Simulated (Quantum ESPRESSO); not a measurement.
# LaS (Fm-3m): phonons by linear response

How does LaS (Fm-3m) vibrate, and is this structure a minimum?

Main program and level: Quantum ESPRESSO 7.5; DFT LDA, scalar-relativistic, plane waves, GBRV ultrasoft pseudopotentials.

## (1) The starting structure

The structure is cubic, space group Fm-3m (No. 225). Conventional cell: a = 5.854 Å, b = 5.854 Å, c = 5.854 Å, α = 90.00°, β = 90.00°, γ = 90.00°. Nearest to La lie 6 S at 2.93 Å. Nearest to S lie 6 La at 2.93 Å. Farther neighbours and most contacts between anions are not listed.

Structure file:

```cif
data_structure
_symmetry_space_group_name_H-M 'P 1'
_symmetry_Int_Tables_number 1
_cell_length_a 4.1394
_cell_length_b 4.1394
_cell_length_c 4.1394
_cell_angle_alpha 60.000
_cell_angle_beta 60.000
_cell_angle_gamma 60.000
_cell_volume 50.15
loop_
_atom_site_label
_atom_site_type_symbol
_atom_site_fract_x
_atom_site_fract_y
_atom_site_fract_z
_atom_site_occupancy
La1 La 0.00000 0.00000 0.00000 1
S2 S 0.50000 0.50000 0.50000 1
```

## (2) A probe with smearing

A cheap run with smearing and empty bands tells whether the crystal has a gap, which decides between fixed occupations and smearing later on.

probe.in

```
&control
   calculation = 'scf'
   prefix = 'x'
   outdir = './tmp'
   pseudo_dir = './pseudo'
   tprnfor = .true.
   tstress = .true.
   verbosity = 'high'
/
&system
   ibrav = 2
   celldm(1) = 11.06245673
   nat = 2
   ntyp = 2
   ecutwfc = 40.0
   ecutrho = 240.0
   occupations = 'smearing'
   smearing = 'gaussian'
   degauss = 0.01
/
&electrons
   conv_thr = 1.0d-07
   mixing_beta = 0.7
   electron_maxstep = 100
/
ATOMIC_SPECIES
 La    138.9055  La.upf
 S      32.0600  S.upf
ATOMIC_POSITIONS crystal
 La     0.000000000   0.000000000   0.000000000
 S      0.500000000   0.500000000   0.500000000
K_POINTS automatic
 6 6 6 0 0 0
```

On the command line:

```
OMP_NUM_THREADS=1 mpirun -n 4 pw.x -nk 4 -in probe.in > probe.out
```

Output:

```text
[banners, grids, parts of the stress and lines that vanish by symmetry left out]
Program PWSCF v.7.5
     bravais-lattice index     =            2
     lattice parameter (alat)  =      11.0625  a.u.
[...]
kinetic-energy cutoff     =      40.0000  Ry
     charge density cutoff     =     240.0000  Ry
     scf convergence threshold =      1.0E-07
[...]
Exchange-correlation=  SLA  PZ   NOGX NOGC
                           (   1   1   0   0   0   0   0)
[...]
48 Sym. Ops., with inversion, found
[...]
(     0          1          0      )
                  (     0          0          1      )
[...]
(  0.0000000  1.0000000  0.0000000 )
                  (  0.0000000  0.0000000  1.0000000 )
[...]
(     1          0         -1      )
                  (     0          0         -1      )
[...]
(  0.0000000 -1.0000000  0.0000000 )
[...]
(     0          1         -1      )
                  (     0          1          0      )
[...]
( -1.0000000  0.0000000  0.0000000 )
                  (  0.0000000  1.0000000  0.0000000 )
[...]
number of k points=    16  Gaussian smearing, width (Ry)=  0.0100
[...]
End of self-consistent calculation
[...]
the Fermi energy is    11.7410 ev
!    total energy              =    -126.63698273 Ry
[...]
convergence has been achieved in  10 iterations
[...]
atom    1 type  1   force =     0.00000000    0.00000000   -0.00000000
     atom    2 type  2   force =     0.00000000    0.00000000    0.00000000
[...]
Total force =     0.000000     Total SCF correction =     0.000000
[...]
total   stress  (Ry/bohr**3)                   (kbar)     P=      -38.91
[...]
XML data file, charge density, pseudopotentials, collected wavefunctions

   JOB DONE.
```

Run time: 7.8 s. Hardware: 4 MPI ranks of Arm Neoverse N1, shared host.

Read from the output:

```yaml
volume_per_atom: 25.08 Å³
pressure: -3.891 GPa
gap_on_the_k_mesh: 0 eV
```

No gap opens on this mesh, so smearing is kept; the start stands at -3.9 GPa.

## (3) Relaxing the cell and atoms

The relaxation runs at a cutoff a fifth above that of the response, since stress converges more slowly with the basis than frequencies do. Forces and stress are brought to rest with tight thresholds.

relax.in

```
&control
   calculation = 'vc-relax'
   prefix = 'x'
   outdir = './tmp'
   pseudo_dir = './pseudo'
   tprnfor = .true.
   tstress = .true.
   forc_conv_thr = 2.0d-05
   etot_conv_thr = 1.0d-07
   nstep = 40
/
&system
   ibrav = 2
   celldm(1) = 11.06245673
   nat = 2
   ntyp = 2
   ecutwfc = 48
   ecutrho = 288.0
   occupations = 'smearing'
   smearing = 'mv'
   degauss = 0.02
/
&electrons
   conv_thr = 1.0d-11
   mixing_beta = 0.7
   electron_maxstep = 100
/
&ions
/
&cell
   press_conv_thr = 0.2
/
ATOMIC_SPECIES
 La    138.9055  La.upf
 S      32.0600  S.upf
ATOMIC_POSITIONS crystal
 La     0.000000000   0.000000000   0.000000000
 S      0.500000000   0.500000000   0.500000000
K_POINTS automatic
 12 12 12 0 0 0
```

On the command line:

```
OMP_NUM_THREADS=1 mpirun -n 4 pw.x -nk 4 -in relax.in > relax.out
```

Output:

```text
[banners, grids, parts of the stress and lines that vanish by symmetry left out]
[banner, memory and clock lines left out]
Program PWSCF v.7.5

[...]
kinetic-energy cutoff     =      48.0000  Ry
     charge density cutoff     =     288.0000  Ry
     scf convergence threshold =      1.0E-11
[...]
energy convergence thresh.=      1.0E-07
     force convergence thresh. =      2.0E-05
     press convergence thresh. =      2.0E-01
     Exchange-correlation=  SLA  PZ   NOGX NOGC
                           (   1   1   0   0   0   0   0)
[...]
48 Sym. Ops., with inversion, found
[...]
number of k points=    72  Marzari-Vanderbilt smearing, width (Ry)=  0.0200
[...]
c_bands:  1 eigenvalues not converged
     c_bands:  2 eigenvalues not converged
     c_bands:  1 eigenvalues not converged
[...]
c_bands:  2 eigenvalues not converged
[...]
End of self-consistent calculation
[...]
the Fermi energy is    11.6286 ev
!    total energy              =    -126.63500963 Ry
[...]
convergence has been achieved in  20 iterations
[...]
atom    1 type  1   force =     0.00000000    0.00000000   -0.00000000
     atom    2 type  2   force =     0.00000000    0.00000000   -0.00000000
     Total force =     0.000000     Total SCF correction =     0.000000
[...]
total   stress  (Ry/bohr**3)                   (kbar)     P=      -38.07
[...]
number of bfgs steps    =   0
[...]
CELL_PARAMETERS (alat= 11.06245673)
[...]
ATOMIC_POSITIONS (crystal)
La              -0.0000000000       -0.0000000000        0.0000000000
S                0.5000000000        0.5000000000        0.5000000000
[...]
New effective cutoffs (rho, wfc):  291.19   48.62
[...]
End of self-consistent calculation
[...]
the Fermi energy is    11.8746 ev
!    total energy              =    -126.63634550 Ry
[...]
convergence has been achieved in   9 iterations
[...]
atom    1 type  1   force =    -0.00000000   -0.00000000    0.00000000
     atom    2 type  2   force =    -0.00000000   -0.00000000   -0.00000000
     Total force =     0.000000     Total SCF correction =     0.000000
[...]
total   stress  (Ry/bohr**3)                   (kbar)     P=      -22.16
[...]
number of bfgs steps    =   1
[...]
CELL_PARAMETERS (alat= 11.06245673)
[...]
ATOMIC_POSITIONS (crystal)
La               0.0000000000       -0.0000000000       -0.0000000000
S                0.5000000000        0.5000000000        0.5000000000
[...]
New effective cutoffs (rho, wfc):  296.38   49.49
[...]
End of self-consistent calculation
[...]
the Fermi energy is    12.2150 ev
!    total energy              =    -126.63694828 Ry
[...]
convergence has been achieved in  12 iterations
[...]
atom    1 type  1   force =    -0.00000000   -0.00000000    0.00000000
     atom    2 type  2   force =     0.00000000    0.00000000    0.00000000
     Total force =     0.000000     Total SCF correction =     0.000000
[...]
total   stress  (Ry/bohr**3)                   (kbar)     P=        1.93
[...]
number of bfgs steps    =   2
[...]
CELL_PARAMETERS (alat= 11.06245673)
[...]
ATOMIC_POSITIONS (crystal)
[...]
New effective cutoffs (rho, wfc):  295.97   49.42
[...]
End of self-consistent calculation
[...]
the Fermi energy is    12.1879 ev
!    total energy              =    -126.63695252 Ry
[...]
convergence has been achieved in   6 iterations
[...]
atom    1 type  1   force =    -0.00000000   -0.00000000    0.00000000
     atom    2 type  2   force =     0.00000000    0.00000000   -0.00000000
     Total force =     0.000000     Total SCF correction =     0.000000
[...]
total   stress  (Ry/bohr**3)                   (kbar)     P=       -0.08
[...]
number of bfgs steps    =   3
[...]
CELL_PARAMETERS (alat= 11.06245673)
[...]
ATOMIC_POSITIONS (crystal)
[...]
New effective cutoffs (rho, wfc):  295.98   49.42
[...]
End of self-consistent calculation
[...]
the Fermi energy is    12.1890 ev
!    total energy              =    -126.63695252 Ry
[...]
convergence has been achieved in   4 iterations
[...]
atom    1 type  1   force =    -0.00000000   -0.00000000    0.00000000
     atom    2 type  2   force =     0.00000000    0.00000000    0.00000000
     Total force =     0.000000     Total SCF correction =     0.000000
[...]
total   stress  (Ry/bohr**3)                   (kbar)     P=       -0.00
[...]
bfgs converged in   5 scf cycles and   4 bfgs steps
[...]
End of BFGS Geometry Optimization
     Final enthalpy           =    -126.6369525237 Ry
     File ./tmp/x.bfgs deleted, as requested
[...]
CELL_PARAMETERS (alat= 11.06245673)
[...]
ATOMIC_POSITIONS (crystal)
La               0.0000000000       -0.0000000000       -0.0000000000
S                0.5000000000        0.5000000000        0.5000000000
[...]
Final scf calculation at the relaxed structure.
[...]
kinetic-energy cutoff     =      48.0000  Ry
     charge density cutoff     =     288.0000  Ry
     scf convergence threshold =      1.0E-13
[...]
press convergence thresh. =      2.0E-01
     Exchange-correlation=  SLA  PZ   NOGX NOGC
                           (   1   1   0   0   0   0   0)
[...]
48 Sym. Ops., with inversion, found
[...]
number of k points=    72  Marzari-Vanderbilt smearing, width (Ry)=  0.0200
[...]
c_bands:  1 eigenvalues not converged
     c_bands:  1 eigenvalues not converged
[...]
End of self-consistent calculation
[...]
the Fermi energy is    12.1891 ev
!    total energy              =    -126.63694350 Ry
[...]
convergence has been achieved in  29 iterations
[...]
atom    1 type  1   force =     0.00000000   -0.00000000    0.00000000
     atom    2 type  2   force =    -0.00000000    0.00000000   -0.00000000
     Total force =     0.000000     Total SCF correction =     0.000000
[...]
total   stress  (Ry/bohr**3)                   (kbar)     P=        0.01
[...]
XML data file, charge density, pseudopotentials, collected wavefunctions
```

Wall time 3.3 min (4 MPI ranks); 13 min of CPU time.

Step by step:

```
step  energy less that of the first step (eV)  largest force (eV/Å)  pressure (GPa)  volume (Å³)
   1                                   0.0000                0.0000           -3.81        50.15
   2                                  -0.0182                0.0000           -2.22        49.19
   3                                  -0.0264                0.0000            0.19        47.90
   4                                  -0.0264                0.0000           -0.01        48.00
   5                                  -0.0264                0.0000            0.00        48.00
   6                                  -0.0263                0.0000            0.00        48.00
```

```
conventional cell, symmetrised  before  after  change
                         a (Å)   5.854  5.769  -1.5 %
                         b (Å)   5.854  5.769  -1.5 %
                         c (Å)   5.854  5.769  -1.5 %
              volume (Å³/atom)   25.08  24.00  -4.3 %
```

The relaxed structure:

```
La S
1.0
    -2.88441    0.00000    2.88441
     0.00000    2.88441    2.88441
    -2.88441    2.88441    0.00000
La S
1 1
Direct
  0.00000 0.00000 0.00000
  0.50000 0.50000 0.50000
```

The last row of the table of steps is pw.x's closing run on a basis chosen anew for the final cell, so its energy can jump.

This step gave:

| Quantity | Value |
| --- | --- |
| volume per atom | 24.00 Å³ |
| pressure | 0.001 GPa |

The volume changes by -4.3 % from the cell with which this run began.

## (4) Ground state

The response is built on this ground state, so it is converged far tighter than an energy would need. Smearing stays on, as the first look found no gap above 0.3 eV.

scf.in

```
&control
   calculation = 'scf'
   prefix = 'x'
   outdir = './tmp'
   pseudo_dir = './pseudo'
   tprnfor = .true.
   tstress = .true.
/
&system
   ibrav = 2
   celldm(1) = 10.901484
   nat = 2
   ntyp = 2
   ecutwfc = 40.0
   ecutrho = 240.0
   occupations = 'smearing'
   smearing = 'mv'
   degauss = 0.02
/
&electrons
   conv_thr = 1.0d-12
   mixing_beta = 0.7
   electron_maxstep = 100
/
ATOMIC_SPECIES
 La    138.9055  La.upf
 S      32.0600  S.upf
ATOMIC_POSITIONS crystal
 La     0.000000000   0.000000000   0.000000000
 S      0.500000000   0.500000000   0.500000000
K_POINTS automatic
 12 12 12 0 0 0
```

On the command line:

```
OMP_NUM_THREADS=1 mpirun -n 4 pw.x -nk 4 -in scf.in > scf.out
```

Output:

```text
[banners, grids, parts of the stress and lines that vanish by symmetry left out]
[banner, memory and clock lines left out]
Program PWSCF v.7.5

[...]
kinetic-energy cutoff     =      40.0000  Ry
     charge density cutoff     =     240.0000  Ry
     scf convergence threshold =      1.0E-12
[...]
Exchange-correlation=  SLA  PZ   NOGX NOGC
                           (   1   1   0   0   0   0   0)
[...]
48 Sym. Ops., with inversion, found
[...]
number of k points=    72  Marzari-Vanderbilt smearing, width (Ry)=  0.0200
[...]
c_bands:  1 eigenvalues not converged
     c_bands:  1 eigenvalues not converged
     c_bands:  2 eigenvalues not converged
     c_bands:  1 eigenvalues not converged
[...]
End of self-consistent calculation
[...]
the Fermi energy is    12.1891 ev
!    total energy              =    -126.63691808 Ry
[...]
convergence has been achieved in  17 iterations
[...]
atom    1 type  1   force =    -0.00000000   -0.00000000    0.00000000
     atom    2 type  2   force =     0.00000000    0.00000000    0.00000000
     Total force =     0.000000     Total SCF correction =     0.000000
[...]
total   stress  (Ry/bohr**3)                   (kbar)     P=        0.04
[...]
XML data file, charge density, pseudopotentials, collected wavefunctions
```

Wall time 25 s (4 MPI ranks); 99 s of CPU time.

Numbers from this step:

- pressure: 0.004 GPa

The cell stands at 0.004 GPa, close enough for phonons.

(Continued in part 2 of 3.)

[Host names and launcher messages were left out of these logs when they were recorded.]

[Logs are printed without paths, hosts, clocks, repeated set-up lines and the standing remarks that a program may print on its own settings, such as how far it seeks lower states.]

[Hosts, paths, dates, database ids (printed as entryN), source tags and the programs' standing remarks are cut or masked in the printed files.]
